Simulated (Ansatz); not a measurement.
# (SrO)1(MgS)3 [001] superlattice, started as rocksalt type: a soft mode frozen in, part 3 of 3

Wanted: the energy along a soft mode of (SrO)1(MgS)3 [001] superlattice, started as rocksalt type and the structure at the end.

Ansatz 0.2.0; DFT PBE, scalar-relativistic, plane waves, PAW.

So far. Step 5 (Energy along the mode, all amplitudes (two of the runs …): The lowest of the steps tried is at 0.32 Å, 25.5 meV/atom below the parent; the bottom of the well need not coincide with a step. Step 7 (The new phase in its own primitive cell): The largest force component left is 0.83 meV/Å and the pressure is -0.001 GPa, within the tolerances set. The cell now holds 19.17 Å³/atom.

The structure was built from a prototype and need not be the compound's stable phase.

**8. Modes of the new phase, k-mesh 6×6×2**

A relaxed structure may still be a saddle point, so its zone-centre modes are computed. The response to a homogeneous field gives the Born charges and the dielectric tensor, and its change with displacement the Raman tensors.

Input file input.yaml:

```yaml
crystal:
  lattice:
    - [3.5815427535, 0.0, 0.0]
    - [0.0, 3.5815427535, 0.0]
    - [0.0, 0.0, 11.9567029901]
  atoms:
    - { symbol: Mg, position: [0.5, 0.5, 0.2859065244] }
    - { symbol: Mg, position: [0.0, 0.0, 0.5250880409] }
    - { symbol: Mg, position: [0.5, 0.5, 0.7819222146] }
    - { symbol: O, position: [0.5, 0.5, 0.9485568052] }
    - { symbol: S, position: [0.0, 0.0, 0.2415971911] }
    - { symbol: S, position: [0.5, 0.5, 0.4929455563] }
    - { symbol: S, position: [0.0, 0.0, 0.7351767232] }
    - { symbol: Sr, position: [0.0, 0.0, 0.9883898435] }
kpoints:
  mp_grid: { grid: [6, 6, 2] }
hamiltonian:
  xc: pbe
scf:
  occupations: { method: fixed }
output:
  eigenvalues: true
phonons:
  method: dfpt
  dielectric: true
  rigid_motions: translations
  raman: true
```

Started as:

```bash
ansatz run input.yaml --threads 4 --pin off --max-ram 14336MiB --backend cpu --events-out ev --progress --plain --runs-dir out
```

Numbers of over 12 decimals in the logs are rounded to 6 here.

The program printed:

```text
[...]
Crystal: 8 atoms, lattice volume = 153.374 Å³
Basis set: ecut = 420 eV, 2947 PW (Γ), exchange–correlation on 48×48×160 points (8 copies of the dense FFT grid, shifted against one another)
Bands: 40, of which v1, the nominal top of the filled ones, is band 32 counted from 1 (31 counted from 0)
Symmetry: 8 space group operations
k-points: 32 of 72 (irreducible under 2 space group operations, time reversal used)
[...]
SCF iter   1: F=—  HF=-12600.843833 eV  |F-HF|=—  |Δ(HF+E_count)|=         —  Δρ=1.22e-3  dr2=1.09e-2  ethr=1.77e-3  ⟨swp⟩=5.3  Hψ=4886  notcnv=0  defer=149
[...]
SCF iter  10: F=-12600.841663 eV  HF=-12600.841663 eV  |F-HF|=1.46e-11  |Δ(HF+E_count)|=  2.24e-10  Δρ=1.08e-7  dr2=2.33e-11  ethr=1.00e-12  ⟨swp⟩=17.0  Hψ=9692  notcnv=0
SCF 1 converged in 10 iterations: F = -12600.841663 eV  dr2 = 2.33e-11
[...]
Bands: 33, of which v1, the nominal top of the filled ones, is band 32 counted from 1 (31 counted from 0)
k-points: 30
[...]
Eigensolver: Dense (30 Hₖ)
SCF iter   1: F=—  HF=-12600.743244 eV  |F-HF|=—  |Δ(HF+E_count)|=         —  Δρ=4.01e-4  dr2=8.07e-5  ethr=1.00e-1
[...]
SCF iter   7: F=-12600.743324 eV  HF=-12600.743324 eV  |F-HF|=2.55e-11  |Δ(HF+E_count)|=  5.97e-10  Δρ=1.15e-7  dr2=3.89e-11  ethr=1.00e-12
SCF 1 converged in 7 iterations: F = -12600.743324 eV  dr2 = 3.89e-11
[...]
SCF converged after 10 iterations
Free energy (F): -12600.841663 eV
[...]
Internal energy: -12600.841663 eV  (E = F + TS)
E sigma→0 (E₀):  -12600.841663 eV
Fermi energy:    5.707386 eV
[...]
--- Band table (eV; the first three rows and the last of 32) ---
  k-point 0: bands = [... 28 lower, 5.4031, 5.4031, 5.6491, 5.6491, 8.8640, 9.5696, 9.7161, 10.2468, ... 4 higher]
  k-point 1: bands = [... 28 lower, 5.3963, 5.3963, 5.6435, 5.6435, 9.2981, 9.7153, 9.7227, 9.8668, ... 4 higher]
  k-point 2: bands = [... 28 lower, 5.0472, 5.4188, 5.4201, 5.6562, 9.7190, 10.2025, 10.4088, 10.8421, ... 4 higher]
  k-point 31: bands = [... 28 lower, 4.3453, 4.8916, 4.8916, 4.8945, 8.7009, 9.1894, 9.3239, 10.5062, ... 4 higher]
[...]
ASR residual: 5.648e-4 → 0.000e0 eV/Å²; symmetrization residual: 1.069e-5 eV/Å²
[...]
ε∞ (high-frequency dielectric tensor):
        4.781009     0.000000     0.000000
        0.000000     4.781009     0.000000
        0.000000     0.000000     4.382169
  ε⁰ (static dielectric tensor: ions relaxed, cell fixed):
       15.067763     0.000000     0.000000
        0.000000    15.067763     0.000000
        0.000000     0.000000     9.767206
  ε⁰ − ε∞ (ionic part):
       10.286754     0.000000     0.000000
        0.000000    10.286754     0.000000
        0.000000     0.000000     5.385037
[...]
Born effective charges Z* (e; rows j = field, columns β = displacement):
    site 0:
         2.40191    0.00000    0.00000
         0.00000    2.40191    0.00000
         0.00000    0.00000    1.49609
    site 1:
         2.36289    0.00000    0.00000
         0.00000    2.36289    0.00000
         0.00000    0.00000    1.86827
    site 2:
         2.39594    0.00000    0.00000
         0.00000    2.39594    0.00000
         0.00000    0.00000    1.69877
    site 3:
        -2.52539   -0.00000   -0.00000
        -0.00000   -2.52539   -0.00000
        -0.00000   -0.00000   -2.28265
    site 4:
        -2.44938    0.00000   -0.00000
        -0.00000   -2.44938   -0.00000
        -0.00000    0.00000   -1.89634
    site 5:
        -2.34833    0.00000   -0.00000
         0.00000   -2.34833    0.00000
        -0.00000   -0.00000   -1.73134
    site 6:
        -2.23441    0.00000   -0.00000
         0.00000   -2.23441   -0.00000
        -0.00000    0.00000   -1.93679
    site 7:
         2.39679   -0.00000    0.00000
         0.00000    2.39679    0.00000
         0.00000   -0.00000    2.78398
  Z* charge neutrality: 1.567e-2 e pre-enforcement
[...]
optical modes at Γ without the LO–TO term, one row a degenerate level:
      ω (cm⁻¹)  modes    IR ((D/Å)²/amu)  static Raman (Å⁴/amu)  depolarisation
         54.60      2             0.2158                 0.0023           0.750
         93.92      2             0.2411                 0.0336           0.750
        116.27      2             2.0296                 0.0057           0.750
        116.46      1             1.3340                 1.1760           0.060
        161.72      1             0.6721                 1.0763           0.057
        219.13      1             6.7028                 0.5849           0.136
        233.39      2            16.7190                 4.1250           0.750
        237.47      2            18.2069                 2.0606           0.750
        245.53      1             0.1311                 0.1920           0.600
        254.25      2            29.1799                 2.4413           0.750
        272.65      2            11.0329                 0.5075           0.750
        318.59      1             9.4354                34.3282           0.156
        337.43      1             0.0036                 2.6576           0.003
        492.53      1             6.8966                 3.3281           0.254
  optical modes at Γ + LO–TO along q̂ = [1.0000, 0.0000, 0.0000]:
      ω (cm⁻¹)  modes    IR ((D/Å)²/amu)  static Raman (Å⁴/amu)  depolarisation
         54.60      1             0.1079                 0.0012           0.750
         55.49      1             0.0103                 0.0000               —
         93.92      1             0.1205                 0.0168           0.750
         94.43      1             0.0088                 0.0282           0.750
        116.27      1             1.0148                 0.0029           0.750
        116.46      1             1.3340                 1.1760           0.060
        120.10      1             0.0937                 0.0410           0.750
        161.72      1             0.6721                 1.0763           0.057
        219.13      1             6.7028                 0.5849           0.136
        233.39      1             8.3595                 2.0625           0.750
        235.11      1             0.0058                 3.5476           0.750
        237.47      1             9.1034                 1.0303           0.750
        245.18      1             0.0713                 0.6236           0.750
        245.53      1             0.1311                 0.1920           0.600
        254.25      1            14.5899                 1.2207           0.750
        268.79      1             0.0749                 0.0125           0.750
        272.65      1             5.5165                 0.2538           0.750
        318.59      1             9.4354                34.3282           0.156
        337.43      1             0.0036                 2.6576           0.003
        417.13      1            38.5477                 0.7006           0.750
        492.53      1             6.8966                 3.3281           0.254
  optical modes at Γ + LO–TO along q̂ = [0.0000, 1.0000, 0.0000]:
      ω (cm⁻¹)  modes    IR ((D/Å)²/amu)  static Raman (Å⁴/amu)  depolarisation
         54.60      1             0.1079                 0.0012           0.750
         55.49      1             0.0103                 0.0000               —
         93.92      1             0.1205                 0.0168           0.750
         94.43      1             0.0088                 0.0282           0.750
        116.27      1             1.0148                 0.0029           0.750
        116.46      1             1.3340                 1.1760           0.060
        120.10      1             0.0937                 0.0410           0.750
[...]
optical modes at Γ + LO–TO along q̂ = [0.0000, 0.0000, 1.0000]:
      ω (cm⁻¹)  modes    IR ((D/Å)²/amu)  static Raman (Å⁴/amu)  depolarisation
[...]
116.27      2             2.0296                 0.0057           0.750
        124.10      1             0.2429                 1.9531           0.140
        164.66      1             0.1317                 0.6497           0.001
        233.39      2            16.7190                 4.1250           0.750
        237.47      2            18.2069                 2.0606           0.750
        242.65      1             0.7667                 1.2777           0.025
        249.24      1             1.2392                 3.9599           0.167
        254.25      2            29.1799                 2.4413           0.750
        272.65      2            11.0329                 0.5075           0.750
        337.42      1             0.0013                 2.2391           0.009
        367.23      1             9.7918                29.0564           0.089
        523.10      1            13.0020                12.4364           0.076
```

Wall time 5.7 min (4 threads of Arm Neoverse V1, shared host); peak memory 2.3 GiB; 22 min of CPU time.

Numbers from this step:

```yaml
sum_rule_residual_before_enforcement: 5.65e-4 eV/Å²
miss_of_the_charge_sum_rule: 0.01567 e
estimated_error_of_the_dielectric_tensor: 0.02520
estimated_error_of_the_born_charges: 0.02393 e
point_group: 4mm
highest_optical_mode_at_the_zone_centre_no_lo_to_term: 492.5 cm⁻¹
lowest_optical_zone_centre_mode: 54.6 cm⁻¹
mean_high_frequency_dielectric_constant: 4.648
largest_born_charge_third_of_the_trace: 2.526 e
mean_static_dielectric_constant: 13.30
top_of_the_zone_centre_spectrum_with_the_field: 523.1 cm⁻¹
```

Without the LO-TO term. Patterns of degenerate modes are one choice out of their space. Modes at Γ, with each element's share of the kinetic energy:

| mode | frequency (cm⁻¹) | symmetry | Mg % | O % | S % | Sr % |
| --- | --- | --- | --- | --- | --- | --- |
| 1 | 0.0 | acoustic | 27 | 6 | 35 | 32 |
| 2 | 0.0 | acoustic | 27 | 6 | 35 | 32 |
| 3 | 0.0 | acoustic | 27 | 6 | 35 | 32 |
| 4 | 54.6 | E | 28 | 3 | 34 | 34 |
| 5 | 54.6 | E | 28 | 3 | 34 | 34 |
| 6 | 93.9 | E | 45 | 0 | 48 | 7 |
| 7 | 93.9 | E | 45 | 0 | 48 | 7 |
| 8 | 116.3 | E | 32 | 1 | 44 | 23 |
| 9 | 116.3 | E | 32 | 1 | 44 | 23 |
| 10 | 116.5 | A1 | 28 | 4 | 41 | 27 |
| 11 | 161.7 | A1 | 45 | 0 | 45 | 10 |
| 12 | 219.1 | A1 | 35 | 10 | 27 | 28 |
| 13 | 233.4 | E | 2 | 83 | 11 | 4 |
| 14 | 233.4 | E | 2 | 83 | 11 | 4 |
| 15 | 237.5 | E | 53 | 2 | 44 | 0 |
| 16 | 237.5 | E | 53 | 2 | 44 | 0 |
| 17 | 245.5 | A1 | 42 | 6 | 52 | 0 |
| 18 | 254.2 | E | 62 | 4 | 34 | 0 |
| 19 | 254.2 | E | 62 | 4 | 34 | 0 |
| 20 | 272.6 | E | 50 | 0 | 50 | 0 |
| 21 | 272.6 | E | 50 | 0 | 50 | 0 |
| 22 | 318.6 | A1 | 56 | 0 | 42 | 3 |
| 23 | 337.4 | A1 | 39 | 5 | 56 | 0 |
| 24 | 492.5 | A1 | 30 | 68 | 2 | 1 |

Displacements in mode 5 (54.6 cm⁻¹), the largest set to 1:
```
Mg1 -0.29 -1.00  0.00
Mg2 -0.18 -0.64  0.00
Mg3  0.12  0.43  0.00
O4   0.15  0.51  0.00
S5  -0.28 -0.98  0.00
S6  -0.18 -0.63  0.00
S7   0.08  0.29  0.00
Sr8  0.21  0.73  0.00
```

Displacements in mode 18 (254.2 cm⁻¹), the largest set to 1:
```
Mg1  0.00 -0.02  0.00
Mg2  0.00  0.14  0.00
Mg3  0.02  1.00  0.00
O4  -0.01 -0.32  0.00
S5   0.00  0.03  0.00
S6   0.00 -0.06  0.00
S7  -0.01 -0.65  0.00
Sr8  0.00  0.00  0.00
```

Optical modes at the zone centre, without and with the macroscopic field of the longitudinal modes; each column is sorted by frequency, so a row need not hold one and the same mode. Modes with and without the field, by row:

| rank among optical modes | no field (cm⁻¹) | q along (1, 0, 0) (cm⁻¹) | q along (0, 0, 1) (cm⁻¹) |
| --- | --- | --- | --- |
| 1 | 54.6 | 54.6 | 54.6 |
| 2 | 54.6 | 55.5 | 54.6 |
| 3 | 93.9 | 93.9 | 93.9 |
| 4 | 93.9 | 94.4 | 93.9 |
| 5 | 116.3 | 116.3 | 116.3 |
| 6 | 116.3 | 116.5 | 116.3 |
| 7 | 116.5 | 120.1 | 124.1 |
| 8 | 161.7 | 161.7 | 164.7 |
| 9 | 219.1 | 219.1 | 233.4 |
| 10 | 233.4 | 233.4 | 233.4 |
| 11 | 233.4 | 235.1 | 237.5 |
| 12 | 237.5 | 237.5 | 237.5 |
| 13 | 237.5 | 245.2 | 242.7 |
| 14 | 245.5 | 245.5 | 249.2 |
| 15 | 254.2 | 254.2 | 254.2 |
| 16 | 254.2 | 268.8 | 254.2 |
| 17 | 272.6 | 272.6 | 272.6 |
| 18 | 272.6 | 318.6 | 272.6 |
| 19 | 318.6 | 337.4 | 337.4 |
| 20 | 337.4 | 417.1 | 367.2 |
| 21 | 492.5 | 492.5 | 523.1 |

Born charge (rows field, columns displacement) (e), principal values of the symmetric part by kind of site:

| atom | atoms with these values | low | middle | high | mean |
| --- | --- | --- | --- | --- | --- |
| Mg1 | 1 | 1.50 | 2.40 | 2.40 | 2.10 |
| Mg2 | 1 | 1.87 | 2.36 | 2.36 | 2.20 |
| Mg3 | 1 | 1.70 | 2.40 | 2.40 | 2.16 |
| O4 | 1 | -2.53 | -2.53 | -2.28 | -2.44 |
| S5 | 1 | -2.45 | -2.45 | -1.90 | -2.27 |
| S6 | 1 | -2.35 | -2.35 | -1.73 | -2.14 |
| S7 | 1 | -2.23 | -2.23 | -1.94 | -2.14 |
| Sr8 | 1 | 2.40 | 2.40 | 2.78 | 2.53 |

In full for S5:

```
-2.45  0.00  0.00
 0.00 -2.45  0.00
 0.00  0.00 -1.90
```

High-frequency dielectric tensor:

```
4.78 0.00 0.00
0.00 4.78 0.00
0.00 0.00 4.38
```

Static dielectric tensor (ions relaxed, fixed cell):

```
15.07  0.00  0.00
 0.00 15.07  0.00
 0.00  0.00  9.77
```

Transverse modes. Infrared lines, with heights relative to the strongest:

| position (cm⁻¹) | lines merged | relative intensity |
| --- | --- | --- |
| 55 | 1 | 0.7 |
| 94 | 1 | 0.8 |
| 116 | 2 | 12 |
| 162 | 1 | 2.3 |
| 219 | 1 | 23 |
| 233 | 1 | 57 |
| 238 | 1 | 62 |
| 246 | 1 | 0.4 |
| 254 | 1 | 100 |
| 273 | 1 | 38 |
| 319 | 1 | 32 |
| 337 | 1 | 0.0 |
| 492 | 1 | 24 |

Activity x (w_L - w)^4 (n + 1)/w, 532 nm, 300 K; modes without the macroscopic field alone. Raman lines, with heights relative to the strongest:

| position (cm⁻¹) | lines merged | relative intensity |
| --- | --- | --- |
| 55 | 1 | 0.1 |
| 94 | 1 | 0.8 |
| 116 | 2 | 18 |
| 162 | 1 | 9.3 |
| 219 | 1 | 3.0 |
| 233 | 1 | 19 |
| 238 | 1 | 9.4 |
| 246 | 1 | 0.8 |
| 254 | 1 | 10 |
| 273 | 1 | 1.9 |
| 319 | 1 | 100 |
| 337 | 1 | 7.1 |
| 492 | 1 | 5.2 |

Before it was imposed, the acoustic sum rule was missed by 5.6e-4 eV/Å² and the charge sum rule by 0.016 e. Small misses are needed for a sound result but don't prove that mesh and cutoff are converged. The lowest optical mode is real, 54.6 cm⁻¹.

The log warns of the k mesh: “the force constants stand on the 6×6×2 k-mesh, whose period is 11.31 times the interband length at k = (0.0000, 0.0000, 0.0000), direct gap 3.215 eV, under 14: take them and everything formed from them as unconverged”.

**9. The phases reached**

The phases reached along the modes that were followed are set side by side.

Energies are those of the first relaxation, on the mesh of the frozen mode; space group, volume and gap are those of the last relaxation. Phases, by row:

| mode frozen in | space group | energy from parent (meV/atom) | volume (Å³/atom) | gap on mesh (eV) | lowest zone-centre optical mode (cm⁻¹) | largest shift (Å) |
| --- | --- | --- | --- | --- | --- | --- |
| parent | P4/mmm | 0 | 18.1 | 2.424 | – | – |
| q = (0, 0, 0), 201i cm⁻¹ | P4mm | -59.05 | 19.17 | 2.818 | 54.6 | 0.615 |

**10. Results**

```
unstable mode of the parent                                                      : q = (0, 0, 0), 201i cm⁻¹
depth at the lowest point sampled                                                : 25.5 meV/atom
largest atomic shift at that point                                               : 0.32 Å
space group reached (within 0.01 Å)                                              : P4mm
energy gained over the parent (first relaxation, on the mesh of the frozen mode) : 59.1 meV/atom
volume per atom, phase reached                                                   : 19.2 Å³
gap on the k-mesh, phase reached                                                 : 2.82 eV
lowest optical zone-centre mode, phase reached                                   : 54.6 cm⁻¹
highest optical mode at the zone centre (no LO-TO term), phase reached           : 493 cm⁻¹
```

Along this mode the structure falls into P4mm, 59.1 meV/atom below the parent. At the parent's cell the well is 25.46 meV/atom deep on the steps tried, with its lowest point at a shift of 0.32 Å. Relaxing atoms and cell changes the gain by +33.59 meV/atom against the lowest step (energies at zero smearing). The new phase has no imaginary mode at the zone centre of its cell; other wavevectors were not checked. Each path keeps the symmetry of its pattern, so a lower phase may lie along a pattern not tried. With the field response the log warns that the k mesh is coarse for the force constants too, so the frequencies may not be converged. The starting cell was built on a prototype and not taken from a measurement, so the phase need not exist.

[Logs are printed without paths, hosts, clocks, repeated set-up lines and the standing remarks that a program may print on its own settings, such as how far it seeks lower states.]

[Hosts, paths, dates, database ids (printed as entryN), source tags and the programs' standing remarks are cut or masked in the printed files.]
